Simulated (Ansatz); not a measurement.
# Decaying states in the gap of Sr2CuTeBrO, part 2 of 3

A new crystal, Sr2CuTeBrO: structure, gap and complex bands. It is built by putting Te for part of the O in the Sr2CuBrO2 structure of space group R-3m, with the volume rescaled by atomic radii. The parent structure comes from the Materials Project.

Ansatz 0.2.0; r2SCAN DFT, plane waves, PAW files (the session's first sound run).

So far. Step 2 (Cell and atoms at rest): The largest force component on a free atom ends at 0.018 eV/Å.

The structure was built from a prototype and need not be the compound's stable phase.

**3. Band edges**

The energy window and the wavevectors of the next steps follow from the band edges, so these are searched first, off the mesh as well.

The input, input.yaml:

```yaml
crystal:
  lattice:
    - [2.1987958287, 1.2694753636, 10.6039580441]
    - [-2.1987958287, 1.2694753636, 10.6039580441]
    - [0.0, -2.5389507272, 10.6039580441]
  atoms:
    - { symbol: Sr, position: [0.2791055797, 0.2791055797, 0.2791055797] }
    - { symbol: Sr, position: [0.7495329875, 0.7495329875, 0.7495329875] }
    - { symbol: Cu, position: [0.4815030105, 0.4815030105, 0.4815030105] }
    - { symbol: Br, position: [0.0085540584, 0.0085540584, 0.0085540584] }
    - { symbol: O, position: [0.4248493576, 0.4248493576, 0.4248493576] }
    - { symbol: Te, position: [0.5564550064, 0.5564550064, 0.5564550064] }
kpoints:
  mp_grid: { grid: [6, 6, 6] }
  band_path: { path: [VBM, CBM], npoints: 30 }
scf:
  occupations: { method: fixed }
hamiltonian:
  xc: r2scan
output:
  eigenvalues: true
  write_potential: true
  write_density: true
  volumetric_format: npy
  elf: true
```

Run with:

```console
ansatz run input.yaml --threads 2 --pin off --max-ram 4096MiB --backend cpu --events-out ev --progress --plain --runs-dir out
```

Numbers of over 12 decimals in the logs are rounded to 6 here.

Log:

```text
[...]
Crystal: 6 atoms, lattice volume = 177.594 Å³
Basis set: ecut = 500 eV, 4443 PW (Γ), FFT grids on a1−a2, a2, −a2+a3, exchange–correlation on 144×320×144 points (64 copies of the dense FFT grid, shifted against one another)
Bands: 41, of which v1, the nominal top of the filled ones, is band 34 counted from 1 (33 counted from 0)
Symmetry: 6 space group operations
[...]
k-points: 32 of 216 (time reversal used)
[...]
SCF iter   1: F=—  HF=-24105.376997 eV  |F-HF|=—  |Δ(HF+E_count)|=         —  Δρ=1.47e-2  dr2=4.44e-1  dr2_τ=6.75e-2  ethr=1.77e-3  ⟨swp⟩=6.1  Hψ=5081  notcnv=0  defer=148
[...]
SCF iter   9: F=-24105.413506 eV  HF=-24105.413506 eV  |F-HF|=4.76e-9  |Δ(HF+E_count)|=   3.44e-8  Δρ=3.96e-6  dr2=3.31e-8  dr2_τ=2.03e-9  ethr=1.47e-10  ⟨swp⟩=15.0  Hψ=8338  notcnv=0
SCF 1 converged in 9 iterations: F = -24105.413506 eV  dr2 = 3.31e-8
[...]
NSCF: frozen V_eff on 32 k-points
[...]
SCF converged after 9 iterations
Free energy (F): -24105.413506 eV
[...]
Internal energy: -24105.413506 eV  (E = F + TS)
E sigma→0 (E₀):  -24105.413506 eV
Fermi energy:    6.145158 eV
[...]
--- Band table (eV; the first three rows and the last of 32) ---
  k-point 0: bands = [... 30 lower, 4.6925, 4.6925, 6.1159, 6.1159, 7.6292, 8.9233, 10.1066, 10.1066, ... 3 higher]
  k-point 1: bands = [... 30 lower, 4.6216, 4.6945, 5.6740, 6.0451, 8.0443, 9.1626, 9.8922, 10.2525, ... 3 higher]
  k-point 2: bands = [... 30 lower, 4.7012, 4.7186, 5.2506, 5.9253, 8.4031, 9.0204, 9.4913, 10.5339, ... 3 higher]
  k-point 31: bands = [... 30 lower, 4.6652, 4.6652, 6.1452, 6.1452, 8.3387, 8.7037, 9.5029, 10.0650, ... 3 higher]
```

Wall time 81 s (2 threads of Arm Neoverse V2, shared host); peak memory 0.9 GiB; 2.7 min of CPU time.

Numbers from this step:

- Fermi energy: 6.145 eV
- gap on the k-mesh: 1.484 eV
- gap on path: 1.484 eV, by band count; negative where bands overlap
- direct gap on path: 1.513 eV
- edge places on path: 0, 0.2963 1/A along the path

The electronic bands at the labelled points (eV, zero at the Fermi level (highest filled level under fixed occupations); v1 is the highest filled band, c1 the lowest empty one):

```csv
point,v4,v3,v2,v1,c1,c2,c3,c4
VBM,-1.48,-1.48,0.00,0.00,2.19,2.56,3.36,3.92
halfway,-1.47,-1.47,-0.01,-0.01,1.75,2.74,3.76,3.94
CBM,-1.45,-1.45,-0.03,-0.03,1.48,2.78,3.96,3.96
```

Electrostatic potential energy in the ac plane of the cell as run, not the conventional one, at fractional y = 0.009, with atoms of Br within 0.2 Å of it. With pseudopotentials it is smooth inside the atoms' cores, unlike the true potential.

Values in eV, 13 rows by 16 columns, each cell a mean:
```
-37 -40  -8   8   7   7   8   9  11  11  12  11  10   9   8  -6
  2 -25 -35  -2   7   6   5   6   8  10  11  12  11  11  10   9
  8   6  -3  -5   5   7   5   2   4   7   9  11  11  12  11  10
  9   7   6   6   6   8   7   3  -2   0   6   9  11  11  12  11
 11   9   6   5   6   8   8   7   3  -4  -2   5   8  10  11  12
 11  11   8   4   1   4   7   8   8   4  -3  -2   4   8  10  11
 11  11  11   8   2  -2   2   6   8   8   5   1   1   5   8  10
 10  11  11  10   8   2  -4   0   6   8   8   7   4   4   6   9
  9  10  11  11  11   8   3  -2   0   6   8   8   7   7   6   7
  8   9  10  11  11  11   9   6   1   2   6   6   3   5   7   8
  8   9   9  10  11  11  11  10   8   5   5   6   2 -19 -11   6
  1   8   9   9  10  10  11  11  11  10   8   7   7  -9 -40 -29
-37  -6   8   8   8   9  10  11  11  11  11   9   8   7 -11 -40
```
Columns run along a (10.9 Å; values clipped at the 3rd and 97th percentile), rows up along c (10.9 Å). Atoms in or near the plane, at fractional coordinates: Br at (0.01, 0.01).

ELF in the ac plane of the cell as run, not the conventional one, at fractional y = 0.009, with atoms of Br within 0.2 Å of it. It is the smooth field of the valence electrons, not physical close to the nuclei.

Ten even steps from '0' (0.01) to '9' (0.88), each cell a mean:
```
2028972000000000000000000002698
9523897200000000000000000000158
8986799720000000000000011100014
2699999972000100000000001110000
0147999996200121000000000111000
0002589998510123310011000011000
0000025888741013442100100000000
0000000257763001355310010000000
0000000002454100135542001000000
0011101110012100002555200000000
0001111133100000000245420000000
0001222124431000000013442000000
0000133212554200000000133100000
0000023432356520001210001110000
0000002454224653001344200000000
0000001245422355300367642000000
0000000023553224420147887410000
0000000001345321231016899974100
0000000000123432111002799999630
1000000000001233210000379999985
7300000000000012211000038997799
9841000000000000111100003897337
5985200000000000000000000379611
0389620000000000000000000037971
```
Columns run along a (10.9 Å), rows up along c (10.9 Å). Atoms in or near the plane, at fractional coordinates: Br at (0.01, 0.01).

Valence density in the ac plane of the cell as run, not the conventional one, at fractional y = 0.009, with atoms of Br within 0.2 Å of it. It is the smooth field of the valence electrons, not physical close to the nuclei.

Values in e/Å³, 13 rows by 16 columns, each cell a mean:
```
0.7 0.8 0.6 0.1 0.0 0.0 0.0 0.0 0.0 0.0 0.0 0.0 0.0 0.0 0.1 0.5
0.4 0.9 1.1 0.5 0.1 0.0 0.1 0.0 0.0 0.0 0.0 0.0 0.0 0.0 0.0 0.1
0.0 0.2 0.6 0.7 0.3 0.1 0.1 0.2 0.1 0.0 0.0 0.0 0.0 0.0 0.0 0.0
0.0 0.0 0.1 0.2 0.3 0.1 0.1 0.1 0.3 0.2 0.1 0.0 0.0 0.0 0.0 0.0
0.0 0.0 0.1 0.1 0.1 0.1 0.1 0.0 0.1 0.4 0.4 0.1 0.0 0.0 0.0 0.0
0.0 0.0 0.1 0.1 0.2 0.1 0.0 0.0 0.0 0.1 0.4 0.3 0.1 0.0 0.0 0.0
0.0 0.0 0.1 0.1 0.2 0.3 0.2 0.0 0.0 0.0 0.1 0.2 0.2 0.1 0.0 0.0
0.0 0.0 0.0 0.1 0.1 0.3 0.4 0.2 0.0 0.0 0.1 0.1 0.1 0.1 0.0 0.0
0.0 0.0 0.0 0.0 0.1 0.1 0.2 0.4 0.2 0.1 0.1 0.1 0.1 0.1 0.0 0.0
0.0 0.0 0.0 0.0 0.0 0.1 0.1 0.1 0.2 0.1 0.1 0.2 0.4 0.3 0.1 0.0
0.0 0.0 0.0 0.0 0.0 0.0 0.0 0.1 0.1 0.1 0.1 0.1 0.5 0.9 0.7 0.2
0.4 0.1 0.0 0.0 0.0 0.0 0.0 0.0 0.0 0.1 0.0 0.0 0.1 0.7 1.0 0.9
0.7 0.5 0.1 0.0 0.0 0.0 0.0 0.0 0.0 0.0 0.0 0.0 0.0 0.1 0.7 0.7
```
Columns run along a (10.9 Å), rows up along c (10.9 Å). Atoms in or near the plane, at fractional coordinates: Br at (0.01, 0.01).

The searched edges give 1.48 eV, as on the mesh.

**4. Complex bands**

This step: r2SCAN DFT, plane waves, PAW files; complex bands by layer matching along the plane's normal (Ansatz 0.2.0).

The same crystal is laid in a cell whose first two vectors span the (001) plane (indices of the standard conventional cell, whose axes can be ordered otherwise than in the bulk input). At fixed energy and wavevector in the plane the solver finds all kz, real and complex. A few wavevectors are listed, (0, 0) and (0.5, 0) in units of the plane's reciprocal vectors; the slowest state needn't be among them.

The input, input.yaml:

```yaml
crystal:
  lattice:
    - [4.397591657, 0.0, 0.0]
    - [2.198795829, 3.808426091, 0.0]
    - [2.198795829, -1.269475364, 10.603958044]
  atoms:
    - { symbol: Sr, position: [0.5582111594, 0.7208944203, 0.1626832609] }
    - { symbol: Sr, position: [0.499065975, 0.2504670125, 0.7514010375] }
    - { symbol: Cu, position: [0.963006021, 0.5184969895, 0.5554909685] }
    - { symbol: Br, position: [0.0171081168, 0.9914459416, 0.9743378248] }
    - { symbol: O, position: [0.8496987152, 0.5751506424, 0.7254519272] }
    - { symbol: Te, position: [0.1129100128, 0.4435449936, 0.3306349808] }
kpoints:
  mp_grid: { grid: [6, 6, 6] }
scf:
  occupations: { method: fixed }
hamiltonian:
  xc: r2scan
output:
  eigenvalues: true
  transmission:
    leads: [[0, 0]]
    kpoints: [[0.0, 0.0], [0.5, 0.0]]
    e_range: [-1.0, 2.48]
    de: 0.06
```

Log:

```text
[...]
Crystal: 6 atoms, lattice volume = 177.594 Å³
Basis set: ecut = 500 eV, 4443 PW (Γ), exchange–correlation on 144×144×320 points (64 copies of the dense FFT grid, shifted against one another)
Bands: 41, of which v1, the nominal top of the filled ones, is band 34 counted from 1 (33 counted from 0)
Symmetry: 6 space group operations
[...]
k-points: 32 of 216 (time reversal used)
[...]
SCF iter   1: F=—  HF=-24105.376941 eV  |F-HF|=—  |Δ(HF+E_count)|=         —  Δρ=1.47e-2  dr2=4.44e-1  dr2_τ=6.76e-2  ethr=1.77e-3  ⟨swp⟩=6.0  Hψ=5076  notcnv=0  defer=148
[...]
SCF iter   9: F=-24105.413506 eV  HF=-24105.413506 eV  |F-HF|=4.77e-9  |Δ(HF+E_count)|=   3.93e-8  Δρ=3.96e-6  dr2=3.34e-8  dr2_τ=2.01e-9  ethr=1.47e-10  ⟨swp⟩=15.2  Hψ=8373  notcnv=0
SCF 1 converged in 9 iterations: F = -24105.413506 eV  dr2 = 3.34e-8
[...]
transmission: 18 of 36 steps passed
transmission: 36 of 36 steps passed
SCF converged after 9 iterations
Free energy (F): -24105.413506 eV
[...]
Internal energy: -24105.413506 eV  (E = F + TS)
E sigma→0 (E₀):  -24105.413506 eV
Fermi energy:    6.145159 eV
[...]
--- Band table (eV; the first three rows and the last of 32) ---
  k-point 0: bands = [... 30 lower, 4.6925, 4.6925, 6.1159, 6.1159, 7.6292, 8.9233, 10.1066, 10.1066, ... 3 higher]
  k-point 1: bands = [... 30 lower, 4.6856, 4.6856, 6.1233, 6.1233, 7.7521, 8.9092, 10.0954, 10.0954, ... 3 higher]
  k-point 2: bands = [... 30 lower, 4.6719, 4.6719, 6.1379, 6.1379, 8.0676, 8.8388, 9.7067, 10.0747, ... 3 higher]
  k-point 31: bands = [... 30 lower, 4.5059, 4.9029, 5.1991, 5.4348, 8.8871, 9.0428, 9.4286, 9.9438, ... 3 higher]
--- Transmission ---
  basis      : 169 plane waves across, 18 finite elements along
  points     : 2, as listed
  energies   : 59 from -1.000000 to 2.480000 eV about the Fermi level, 0.060000 eV apart; the leads are filled to 0.741997 eV, and channels, transmission and decay are at 0.740000 eV
  crystal 0  : Br1Sr2Te1Cu1O1, at the sites [0, 0], period 10.6040 Å: whole cells are its period
    offset         : up to 0.0000 Å between an atom of the period and one for which it stands
    channels       : 0.000000e0 a spin
    conductance    : none, the energies end too early or step too widely for 300 K: set another output.transmission.e_range or a lower de, or, where they end at an eighth of basis.ecutwfc, a higher one
    slowest decay  : 0.2153 /Å at (0.0000, 0.0000)
```

It took 61 s on 2 threads; peak memory 0.96 GiB.

This step gave:

```
level to which the leads are filled                       : 0.7420 eV from the Fermi level
decay constant at the filling level, zone centre          : 0.2153 Å⁻¹
decay constant at the filling level, slowest listed point : 0.2153 Å⁻¹
```

K parallel (0, 0); values up to 1.5 1/Å, a degenerate pair printed once or twice; energies at which all values exceed this have no row. Table of Im kz of the slowest decaying states by energy, zero at the highest filled level on the SCF mesh:

```csv
energy (eV),decay 1 (Å⁻¹),decay 2 (Å⁻¹),decay 3 (Å⁻¹),decay 4 (Å⁻¹)
-1.00,0.285,0.366,0.736,1.03
-0.88,0.287,0.375,0.740,1.04
-0.70,0.289,0.377,0.744,1.05
-0.58,0.288,0.372,0.746,1.05
-0.46,0.287,0.360,0.746,1.04
-0.28,0.283,0.324,0.746,1.03
-0.16,0.275,0.279,0.744,1.02
-0.04,0.107,0.274,0.743,1.01
0.02,0.144,0.271,0.742,1.00
0.14,0.265,0.294,0.739,0.991
0.26,0.258,0.352,0.736,0.980
0.38,0.249,0.390,0.733,0.969
0.56,0.234,0.429,0.727,0.952
0.68,0.222,0.448,0.722,0.941
0.80,0.208,0.465,0.717,0.930
0.92,0.192,0.478,0.712,0.918
1.10,0.162,0.495,0.703,0.900
1.22,0.137,0.505,0.696,0.888
1.34,0.103,0.513,0.689,0.876
1.52,0.522,0.677,0.857,0.965
1.64,0.527,0.668,0.844,0.937
1.76,0.532,0.658,0.831,0.911
1.94,0.536,0.640,0.811,0.874
2.06,0.538,0.626,0.797,0.850
2.18,0.538,0.610,0.783,0.826
2.36,0.0457,0.537,0.580,0.762
2.48,0.0404,0.535,0.552,0.747
```

K parallel (0.5, 0); values up to 1.5 1/Å, a degenerate pair printed once or twice; energies at which all values exceed this have no row. Im kz of the slowest decaying states against energy, zero at the highest filled level on the SCF mesh:

```csv
energy (eV),decay 1 (Å⁻¹),decay 2 (Å⁻¹),decay 3 (Å⁻¹),decay 4 (Å⁻¹)
-1.00,0.458,0.466,0.760,1.13
-0.82,0.236,0.437,0.466,0.787
-0.64,0.308,0.430,0.446,0.799
-0.46,0.353,0.395,0.425,0.806
-0.28,0.160,0.387,0.421,0.809
-0.16,0.346,0.405,0.418,0.810
0.02,0.413,0.429,0.442,0.809
0.20,0.407,0.450,0.488,0.804
0.38,0.400,0.469,0.517,0.796
0.56,0.392,0.489,0.536,0.782
0.74,0.383,0.511,0.548,0.758
0.92,0.372,0.545,0.557,0.713
1.10,0.359,0.561,0.618,0.992
1.28,0.343,0.563,0.600,0.982
1.46,0.325,0.562,0.575,0.978
1.64,0.300,0.543,0.559,0.978
1.76,0.278,0.441,0.556,0.592
1.94,0.210,0.342,0.549,0.595
2.12,0.187,0.262,0.540,0.580
2.30,0.196,0.293,0.530,0.555
2.48,0.0665,0.327,0.517,0.524
```

At the listed wavevectors the last open channel is at -1.00 eV and the next at +1.52 eV on the grid, wider than the gap, since narrow bands can fall between grid energies. At +0.74 eV, the grid energy nearest the filling level (the middle of the gap on the SCF mesh), the slowest state at the listed wavevectors decays with κ = 0.215 Å⁻¹, its amplitude falling by e over 4.6 Å. Through 1 nm of this crystal that state's transmission falls by exp(−2 × 0.215 Å⁻¹ × 10 Å) = 0.013.

**5. Decay over the two-dimensional zone**

The listed points could miss the slowest state, so one energy near mid-gap is solved on a mesh of 12×12.

Changes to input.yaml since step 4:

```diff
@@ -20,6 +20,2 @@
   eigenvalues: true
-  transmission:
-    leads: [[0, 0]]
-    kpoints: [[0.0, 0.0], [0.5, 0.0]]
-    e_range: [-1.0, 2.48]
-    de: 0.06
+  transmission: { leads: [[0, 0]], kmesh: [12, 12], e_range: [0.74, 0.75], de: 0.05 }
```

Log:

```text
[...]
Crystal: 6 atoms, lattice volume = 177.594 Å³
Basis set: ecut = 500 eV, 4443 PW (Γ), exchange–correlation on 144×144×320 points (64 copies of the dense FFT grid, shifted against one another)
Bands: 41, of which v1, the nominal top of the filled ones, is band 34 counted from 1 (33 counted from 0)
Symmetry: 6 space group operations
[...]
k-points: 32 of 216 (time reversal used)
[...]
SCF iter   1: F=—  HF=-24105.376941 eV  |F-HF|=—  |Δ(HF+E_count)|=         —  Δρ=1.47e-2  dr2=4.44e-1  dr2_τ=6.76e-2  ethr=1.77e-3  ⟨swp⟩=6.0  Hψ=5076  notcnv=0  defer=148
[...]
SCF iter   9: F=-24105.413506 eV  HF=-24105.413506 eV  |F-HF|=4.77e-9  |Δ(HF+E_count)|=   3.93e-8  Δρ=3.96e-6  dr2=3.34e-8  dr2_τ=2.01e-9  ethr=1.47e-10  ⟨swp⟩=15.2  Hψ=8373  notcnv=0
SCF 1 converged in 9 iterations: F = -24105.413506 eV  dr2 = 3.34e-8
[...]
transmission: 54 of 342 steps passed
transmission: 108 of 342 steps passed
[...]
transmission: 342 of 342 steps passed
SCF converged after 9 iterations
Free energy (F): -24105.413506 eV
[...]
Internal energy: -24105.413506 eV  (E = F + TS)
E sigma→0 (E₀):  -24105.413506 eV
Fermi energy:    6.145159 eV
[...]
--- Band table (eV; the first three rows and the last of 32) ---
  k-point 0: bands = [... 30 lower, 4.6925, 4.6925, 6.1159, 6.1159, 7.6292, 8.9233, 10.1066, 10.1066, ... 3 higher]
  k-point 1: bands = [... 30 lower, 4.6856, 4.6856, 6.1233, 6.1233, 7.7521, 8.9092, 10.0954, 10.0954, ... 3 higher]
  k-point 2: bands = [... 30 lower, 4.6719, 4.6719, 6.1379, 6.1379, 8.0676, 8.8388, 9.7067, 10.0747, ... 3 higher]
  k-point 31: bands = [... 30 lower, 4.5059, 4.9029, 5.1991, 5.4348, 8.8871, 9.0428, 9.4286, 9.9438, ... 3 higher]
--- Transmission ---
  basis      : 169 plane waves across, 18 finite elements along
  points     : 19, standing for a mesh of 12 x 12
  energies   : 1 from 0.740000 to 0.740000 eV about the Fermi level; the leads are filled to 0.741997 eV, and channels, transmission and decay are at 0.740000 eV
[...]
channels       : 0.000000e0 a spin
    conductance    : none, crystal 0 has no channel at the energies, or these end too early or step too widely for 300 K: set another output.transmission.e_range or a lower de, or, where they end at an eighth of basis.ecutwfc, a higher one
    slowest decay  : 0.2153 /Å at (0.0000, 0.0000)
```

The job ended after 55 s (2 threads; peak memory 1.1 GiB; 1.8 min of CPU time).

Numbers from this step:

| Quantity | Value |
| --- | --- |
| least decay constant on the mesh | 0.2153 Å⁻¹ |

Slowest decay constant (1/Å; 0 where a channel is open) over k1 and k2. At 0.7400 eV from the Fermi level.

Ten even steps from '0' (0.215) to '9' (0.505):
```
678876556655
789875565655
788766433466
777653212356
665631001365
555420002455
656310013656
765321235677
766433466788
755656557898
655665567887
567776567776
```
Columns: k1 (b1) from -0.5 to 0.417; rows upwards: k2 (b2) from -0.5 to 0.417.

The least value on the mesh is 0.215 Å⁻¹ at +0.74 eV. At that energy the listed points give about 0.215 Å⁻¹ by interpolation, so the mesh holds no clearly slower state.

**6. Band edges at another level, cutoff 1450 eV**

This step: r2SCAN DFT, plane waves, norm-conserving files (Ansatz 0.2.0).

The edges again with norm-conserving files, at the same atoms. Against that run the cutoff is 1450 eV against 500.

The input, input.yaml:

```yaml
crystal:
  lattice:
    - [2.1987958287, 1.2694753636, 10.6039580441]
    - [-2.1987958287, 1.2694753636, 10.6039580441]
    - [0.0, -2.5389507272, 10.6039580441]
  atoms:
    - { symbol: Sr, position: [0.2791055797, 0.2791055797, 0.2791055797] }
    - { symbol: Sr, position: [0.7495329875, 0.7495329875, 0.7495329875] }
    - { symbol: Cu, position: [0.4815030105, 0.4815030105, 0.4815030105] }
    - { symbol: Br, position: [0.0085540584, 0.0085540584, 0.0085540584] }
    - { symbol: O, position: [0.4248493576, 0.4248493576, 0.4248493576] }
    - { symbol: Te, position: [0.5564550064, 0.5564550064, 0.5564550064] }
kpoints:
  mp_grid: { grid: [6, 6, 6] }
  band_path: { path: [VBM, CBM], npoints: 30 }
scf:
  occupations: { method: fixed }
hamiltonian:
  xc: r2scan
  pseudopotentials: { kind: nc }
output:
  eigenvalues: true
```

Log:

```text
[...]
Crystal: 6 atoms, lattice volume = 177.594 Å³
Basis set: ecut = 1450 eV, 22313 PW (Γ), FFT grids on a1−a3, a2−a3, a3
Bands: 41, of which v1, the nominal top of the filled ones, is band 34 counted from 1 (33 counted from 0)
Symmetry: 6 space group operations
[...]
k-points: 32 of 216 (time reversal used)
[...]
SCF iter   1: F=—  HF=-12052.815891 eV  |F-HF|=—  |Δ(HF+E_count)|=         —  Δρ=1.17e-1  dr2=5.35e1  dr2_τ=8.80e1  ethr=3.10e-3  ⟨swp⟩=12.1  Hψ=7857  notcnv=0  defer=172
[...]
SCF iter  11: F=-12046.640585 eV  HF=-12046.640585 eV  |F-HF|=5.46e-9  |Δ(HF+E_count)|=   4.90e-7  Δρ=5.64e-6  dr2=8.27e-8  dr2_τ=9.56e-8  ethr=1.47e-10  ⟨swp⟩=27.3  Hψ=14031  notcnv=0
SCF 1 converged in 11 iterations: F = -12046.640585 eV  dr2 = 8.27e-8
[...]
SCF converged after 11 iterations
Free energy (F): -12046.640585 eV
[...]
Internal energy: -12046.640585 eV  (E = F + TS)
E sigma→0 (E₀):  -12046.640585 eV
Fermi energy:    6.209078 eV
[...]
--- Band table (eV; the first three rows and the last of 32) ---
  k-point 0: bands = [... 30 lower, 4.7695, 4.7695, 6.1795, 6.1795, 7.6787, 8.9847, 10.1706, 10.1706, ... 3 higher]
  k-point 1: bands = [... 30 lower, 4.6871, 4.7706, 5.7412, 6.1094, 8.0946, 9.2250, 9.9556, 10.3118, ... 3 higher]
  k-point 2: bands = [... 30 lower, 4.7659, 4.7752, 5.3261, 5.9911, 8.4605, 9.0795, 9.5524, 10.5969, ... 3 higher]
  k-point 31: bands = [... 30 lower, 4.7420, 4.7420, 6.2091, 6.2091, 8.3942, 8.7576, 9.5646, 10.1288, ... 3 higher]
```

The job ended after 6.2 min (2 threads; peak memory 1.6 GiB; 12 min of CPU time).

This step gave:

```
free energy        : -12046.6406 eV
Fermi energy       : 6.209 eV
gap on the k-mesh  : 1.470 eV
gap on path        : 1.470 eV, by band count; negative where bands overlap
direct gap on path : 1.499 eV
```

Electronic bands along the path, in eV, zero at the Fermi level (highest filled level under fixed occupations); v1 is the highest filled band, c1 the lowest empty one:

```csv
point,v4,v3,v2,v1,c1,c2,c3,c4
VBM,-1.47,-1.47,0.00,0.00,2.19,2.55,3.36,3.92
halfway,-1.45,-1.45,-0.01,-0.01,1.74,2.74,3.76,3.94
CBM,-1.44,-1.44,-0.03,-0.03,1.47,2.78,3.96,3.96
```

The searched edges give 1.47 eV, as on the mesh.

(Part 2 of 3 ends here.)

[Logs are printed without paths, hosts, clocks, repeated set-up lines and the standing remarks that a program may print on its own settings, such as how far it seeks lower states.]

[Hosts, paths, dates, database ids (printed as entryN), source tags and the programs' standing remarks are cut or masked in the printed files.]

[New means built here by substitution; the compound itself may be known and measured.]
